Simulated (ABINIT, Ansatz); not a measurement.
An input for ABINIT 10.8.3 (Be3N2 (R3m)):

```
acell 3*1.0 Angstrom
rprim 
  1.419805055509 0.819724830995 4.866215662800
  -1.419805055509 0.819724830995 4.866215662800
  -0.000000000000 -1.639449661990 4.866215662800
ntypat 2
znucl 4 7
natom 5
typat 1 1 1 2 2
xred 
  0.859001080000 0.859001080000 0.859001080000
  0.317694560000 0.317694560000 0.317694560000
  0.088806770000 0.088806770000 0.088806770000
  0.204162680000 0.204162680000 0.204162680000
  0.708434910000 0.708434910000 0.708434910000
pp_dirpath "pseudos"
pseudos "Be.upf, N.upf"
ecut 38
ngkpt 6 6 6
nshiftk 1
shiftk 0.11 0.21 0.31
kptopt 3
chksymbreak 0
istwfk *1
occopt 1
irdwfk 1
optdriver 99
bs_calctype 1
mbpt_sciss 1.433 eV
bs_loband 6
nband 13
bs_exchange_term 1
bs_coulomb_term 21
bs_coupling 0
bs_algorithm 2
bs_freq_mesh 0 11 0.1 eV
zcut 0.15 eV
ecuteps 3
ecutwfn 19
inclvkb 2
mdf_epsinf 4.74
irdden 1
bs_haydock_niter 300
bs_haydock_tol -0.02 0
indata_prefix "in"
outdata_prefix "out"
tmpdata_prefix "tmp"
```

```sh
OMP_NUM_THREADS=1 mpirun -n 4 abinit run.abi > log
```

**Question.** Estimate wall time and host memory on 4 MPI ranks of Arm Neoverse N1, shared host.

It took 7.5 min; on shared hardware allow 3.7 min to 15 min. Peak host memory was 2.5 GiB.

The kernel grows as the square of the matrix size, and full diagonalisation as its cube.

[Paths, hosts, dates, memory and timing lines, banners, echoed tables and standing remarks are left out of the program output.]

[Logs are printed without paths, hosts, clocks, repeated set-up lines and the standing remarks that a program may print on its own settings, such as how far it seeks lower states.]

[Runs of the session that timed out or met a known fault of the program may be left out.]

[Hosts, paths, dates, database ids (printed as entryN), source tags and the programs' standing remarks are cut or masked in the printed files.]

[G0W0 gaps are taken among the corrected bands and points alone; a level outside them can change the order at an edge.]

[Where Ansatz stands beside ABINIT at settings called matched, ABINIT's density can come from a denser mesh and the files from another edition; pairs whose starting gaps differed by over 0.03 eV were left out, so agreement reads better than it is.]
